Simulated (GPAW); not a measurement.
# How Al2Au absorbs and reflects light, part 2 of 2

Aim: the dielectric function of Al2Au, and the optical constants that follow from it.

GPAW 26.7.0; DFT, PBE, plane-wave PAW (GPAW data sets), scalar-relativistic, RPA, optical limit.

So far. Step 2 (Ground state): There are states at the Fermi level within the smearing, so the occupations stay smeared and the carriers get a Drude term.

## (4) Dielectric function, RPA

Local fields let the induced charge screen the field inside the cell, which as a rule lowers ε, most along directions where the density is uneven.

This step: DFT, PBE, plane-wave PAW (GPAW data sets), scalar-relativistic, RPA, optical limit (GPAW 26.7.0).

The input, df.py:

```python
from gpaw.response.df import DielectricFunction

df = DielectricFunction('full.gpw', frequencies={'type': 'nonlinear', 'domega0': 0.03, 'omega2': 8},
                        ecut=50,
                        eta=0.15,
                        nbands=36,
                        rate=0.05,
                        txt='df.txt')
for direction in ['x']:
    df.get_dielectric_function(xc='RPA', direction=direction, filename=f'df_{direction}.csv')
```

Run with:

```
OMP_NUM_THREADS=1 python df.py
```

Numbers of over 12 decimals in the logs are rounded to 6 here.

The program printed:

```text
Using integrator: PointIntegrator
NonLinearFrequencyDescriptor(from 0.000 to 41.107 eV, 439 points)
Nonperiodic BCs:  [False False False]
Using integrator: PointIntegrator
NonLinearFrequencyDescriptor(from 0.000 to 41.107 eV, 439 points)
Nonperiodic BCs:  [False False False]
Using integrator: PointIntegrator

Calculating chi0 body with:
    Ground state adapter containing:
    Number of spins: 1
    Number of kpoints: 2197
    Number of irreducible kpoints: 84
    Number of completely occupied states: 6
    Number of partially occupied states: 9

    Linear response parametrization:
    q_c: [0.0, 0.0, 0.0]
    Number of frequency points: 439
    Planewave cutoff: 50.0
    Number of bands: 36
    Number of planewaves: 51
    Broadening (eta): 0.15

Integrating chi0 body.

Symmetries of q_c:
    Direct symmetries (Uq -> q): 48
    Indirect symmetries (TUq -> q): 0
In total 48 allowed symmetries.

84 groups of equivalent kpoints. 96.176604% reduction.

Integral kind: spectral function

Calculating chi0 optical extensions with:
    Ground state adapter containing:
    Number of spins: 1
    Number of kpoints: 2197
    Number of irreducible kpoints: 84
    Number of completely occupied states: 6
    Number of partially occupied states: 9

    Linear response parametrization:
    Number of frequency points: 439
    Planewave cutoff: 50.0
    Number of bands: 36
    Number of planewaves: 51
    Broadening (eta): 0.15
Integrating chi0 head and wings.

Symmetries of q_c:
    Direct symmetries (Uq -> q): 48
    Indirect symmetries (TUq -> q): 0
In total 48 allowed symmetries.

84 groups of equivalent kpoints. 96.176604% reduction.

Integral kind: spectral function wings

Calculating drude chi0 with:
    Number of frequency points:439
    Plasma frequency decay rate: 0.05 eV

    Ground state adapter containing:
    Number of spins: 1
    Number of kpoints: 2197
    Number of irreducible kpoints: 84
    Number of completely occupied states: 6
    Number of partially occupied states: 9

Symmetries of q_c:
    Direct symmetries (Uq -> q): 48
    Indirect symmetries (TUq -> q): 0
In total 48 allowed symmetries.

84 groups of equivalent kpoints. 96.176604% reduction.

Integral kind: intraband
Plasma frequency:
[[6.98+0.j 0.  -0.j 0.  -0.j]
 [0.  -0.j 6.98+0.j 0.  -0.j]
 [0.  -0.j 0.  -0.j 6.98+0.j]]
```

Wall time 17 s (1 thread of Arm Neoverse V2, shared host); peak memory 0.28 GiB.

Some rows of df_x.csv (energy; Re and Im without local fields; Re and Im with them):

```text
0.000000, 19673.317094, 0.000000, 19672.362877, 0.000000
0.460735, -245.416954, 120.349717, -245.967552, 120.047188
0.943989, -57.351298, 16.148094, -58.007460, 15.903853
1.451455, -18.514605, 6.020375, -19.138815, 5.836383
1.984998, -1.784715, 4.499319, -2.665202, 4.208517
2.546682, 7.143574, 12.759227, 6.242315, 11.697735
3.138794, 0.747048, 17.763582, 0.867286, 16.461211
3.763875, -7.454084, 14.133140, -6.893566, 13.861790
4.424758, -6.739383, 6.242964, -6.600973, 5.998739
5.124608, -4.693646, 5.604470, -4.499404, 5.469791
5.866977, -4.009887, 4.553483, -3.851659, 4.511941
6.655862, -3.092530, 2.791487, -3.026231, 2.723848
7.495775, -1.870632, 1.855547, -1.916206, 1.774651
8.391833, -1.019553, 1.834018, -1.099288, 1.681390
9.349861, -1.184802, 1.940181, -1.145989, 1.749968
10.376517, -0.874493, 1.340151, -0.897877, 1.225211
11.479449, -0.614289, 1.140578, -0.596081, 0.988305
12.667487, -0.613612, 1.034406, -0.514002, 0.924435
13.950874, -0.327290, 0.698255, -0.248221, 0.616013
```

Sum at mesh points, not converged in k. The Im ε, E ∥ x by photon energy; read off at these points:

photon energy (eV), Im ε, E ∥ x and a bar:
```
     0.50         95 ##############################
     1.00         14 ####
     1.50          5 ##
     2.00          4 #
     2.50         11 ###
     3.00         16 #####
     3.30         18 ######
     3.50         16 #####
     4.00         11 ###
     4.50          6 ##
     5.00          6 ##
     5.50          4 #
     6.00          4 #
     6.50          3 #
     7.00          2 
     7.50          2 
     8.00          2 
     8.50          2 
     9.00          2 
     9.50          2 
    10.00          1 
    10.50          1 
    11.00          1 
    11.50          1 
    12.00          1 
    12.50          1 
    13.00          1 
    13.50          1
```

Values under 1 per cm are given as 1; sum at mesh points, not converged in k. Table of absorption coefficient, E ∥ x by photon energy:

photon energy (eV), log10 absorption coefficient, E ∥ x (1/cm) and a bar from the least value:
```
    0.492        5.9 ################
    1.010        5.9 ###############
    1.486        5.8 ############
    1.985        5.6 
    2.508        5.7 ####
    3.018        5.9 ###################
    3.510        6.1 ##########################
    3.980        6.1 ##############################
    4.516        6.1 ###########################
    4.981        6.1 ###########################
    5.515        6.1 ############################
    6.021        6.1 ##############################
    6.494        6.1 ############################
    6.985        6.1 ############################
    7.496        6.1 ##########################
    8.026        6.0 ########################
    8.516        6.0 ########################
    9.023        6.1 #########################
    9.483        6.1 ###########################
   10.026        6.1 ##########################
   10.519        6.1 ##########################
   11.029        6.0 #########################
   11.479        6.0 #########################
   12.023        6.0 #########################
   12.504        6.0 ########################
   13.000        6.0 ########################
   13.512        6.0 ######################
```

Sum at mesh points, not converged in k. Table of reflectivity at normal incidence, E ∥ x by photon energy; read off at these points:

photon energy (eV), reflectivity at normal incidence, E ∥ x (%) and a bar from the least value:
```
     0.50       94.8 ##############################
     1.00       92.9 #############################
     1.50       87.0 ##########################
     2.00       44.0 #######
     2.50       37.8 ####
     3.00       49.9 #########
     3.50       56.6 #############
     4.00       63.3 ################
     4.33       65.9 #################
     4.50       61.7 ###############
     5.00       55.3 ############
     5.50       56.9 #############
     6.00       58.5 #############
     6.12       60.9 ###############
     6.50       54.4 ############
     7.00       57.9 #############
     7.50       50.7 ##########
     8.00       42.4 ######
     8.50       35.6 ###
     9.00       34.7 ###
     9.50       37.4 ####
     9.82       41.9 ######
    10.00       40.2 #####
    10.50       38.0 ####
    11.00       34.8 ###
    11.50       33.9 ##
    12.00       34.5 ##
    12.50       29.1 
    12.83       35.3 ###
    13.00       34.0 ##
    13.50       33.3 ##
```

Sum at mesh points, not converged in k. The Im ε, E ∥ x by photon energy; read off at these points:

| photon energy (eV) | without local fields | with local fields |
| --- | --- | --- |
| 0.50 | 95.6 | 95.3 |
| 1.00 | 14.5 | 14.2 |
| 1.50 | 5.66 | 5.48 |
| 2.00 | 4.56 | 4.26 |
| 2.50 | 11.8 | 10.9 |
| 3.00 | 17.7 | 16.5 |
| 3.26 | 19.4 | 18.1 |
| 3.30 | 19.3 | 18.2 |
| 3.50 | 16.8 | 16.1 |
| 4.00 | 10.9 | 10.8 |
| 4.50 | 6.06 | 5.80 |
| 5.00 | 5.71 | 5.54 |
| 5.50 | 4.22 | 4.12 |
| 6.00 | 3.93 | 3.93 |
| 6.50 | 2.90 | 2.77 |
| 7.00 | 2.08 | 2.04 |
| 7.50 | 1.85 | 1.77 |
| 8.00 | 1.72 | 1.61 |
| 8.50 | 1.88 | 1.71 |
| 9.00 | 1.99 | 1.82 |
| 9.50 | 1.85 | 1.66 |
| 10.00 | 1.43 | 1.32 |
| 10.50 | 1.32 | 1.18 |
| 11.00 | 1.31 | 1.14 |
| 11.50 | 1.15 | 0.994 |
| 12.00 | 1.05 | 0.916 |
| 12.50 | 1.09 | 0.946 |
| 13.00 | 0.832 | 0.731 |
| 13.50 | 0.707 | 0.616 |

Sum at mesh points, not converged in k. Table of loss function −Im 1/ε at q → 0, E ∥ x by energy loss; read off at these points:

| energy loss (eV) | loss function −Im 1/ε at q → 0, E ∥ x |
| --- | --- |
| 0.500 | 0.00169 |
| 0.750 | 0.00269 |
| 1.000 | 0.00510 |
| 1.250 | 0.00872 |
| 1.500 | 0.0172 |
| 1.750 | 0.0502 |
| 2.000 | 0.183 |
| 2.058 | 0.217 |
| 2.250 | 0.107 |
| 2.500 | 0.0725 |
| 2.750 | 0.0572 |
| 3.000 | 0.0607 |
| 3.250 | 0.0553 |
| 3.500 | 0.0573 |
| 3.750 | 0.0577 |
| 4.000 | 0.0588 |
| 4.250 | 0.0627 |
| 4.500 | 0.0855 |
| 4.750 | 0.101 |
| 5.000 | 0.111 |
| 5.250 | 0.108 |
| 5.500 | 0.124 |
| 5.750 | 0.144 |
| 6.000 | 0.120 |
| 6.250 | 0.135 |
| 6.500 | 0.171 |
| 6.750 | 0.163 |
| 7.000 | 0.178 |
| 7.250 | 0.223 |
| 7.500 | 0.261 |
| 7.750 | 0.307 |
| 8.000 | 0.376 |
| 8.250 | 0.398 |
| 8.500 | 0.441 |
| 8.750 | 0.409 |
| 9.000 | 0.431 |
| 9.250 | 0.401 |
| 9.500 | 0.429 |
| 9.750 | 0.403 |
| 10.000 | 0.474 |
| 10.250 | 0.510 |
| 10.500 | 0.561 |
| 10.750 | 0.617 |
| 11.000 | 0.640 |
| 11.250 | 0.637 |
| 11.500 | 0.745 |
| 11.750 | 0.742 |
| 12.000 | 0.792 |
| 12.250 | 0.919 |
| 12.500 | 0.890 |
| 12.750 | 0.843 |
| 13.000 | 1.01 |
| 13.250 | 1.03 |
| 13.500 | 1.24 |
| 13.750 | 1.38 |

Optical constants at common wavelengths, from n + ik = √ε:

| wavelength (nm) | n | k | R (%) | 1/α |
| --- | --- | --- | --- | --- |
| 1550 | 1.26 | 9.275 | 94.5 | 13 nm |
| 1064 | 0.83 | 6.041 | 91.7 | 14 nm |
| 532 | 2.71 | 1.647 | 34.2 | 26 nm |
| 450 | 3.23 | 2.561 | 47.2 | 14 nm |
| 365 | 2.63 | 3.278 | 56.0 | 8.9 nm |
| 248 | 1.16 | 2.388 | 55.3 | 8.3 nm |
| 193 | 0.71 | 1.888 | 56.1 | 8.1 nm |

In reflection the computed colour is violet: x = 0.304, y = 0.283, luminous reflectivity 34 %.

## (5) Results

At this level (PBE, RPA) Al2Au is a metal. The mesh is too coarse to trust the carriers' weight, the reflectivity or the colour to better than tens of per cent. In reflection the computed colour is violet: x = 0.304, y = 0.283, luminous reflectivity 34 %. The carriers' damping of 0.05 eV is typed, not computed; it shapes the response at the lowest energies. Spin-orbit coupling is left out although heavy atoms are present. In this version of GPAW the matrix elements of the optical limit are incomplete, which can lower ε − 1 by up to a tenth where first-row anions or d states rule, and shift it by more in d metals. GPAW's carrier term has the form −ωp²/(ω + i·rate)², which damps like twice the rate and fails at low energy, so the curves leave the lowest energies out. The sum runs over mesh points 0.14 Å⁻¹ apart with no interpolation, so peaks are partly noise of the mesh, and the Drude plasma energy, a sum over the Fermi surface, isn't converged.

[Machine, clock and banner lines and Python warnings are left out of the logs.]

[Logs are printed without paths, hosts, clocks, repeated set-up lines and the standing remarks that a program may print on its own settings, such as how far it seeks lower states.]

[Hosts, paths, dates, database ids (printed as entryN), source tags and the programs' standing remarks are cut or masked in the printed files.]
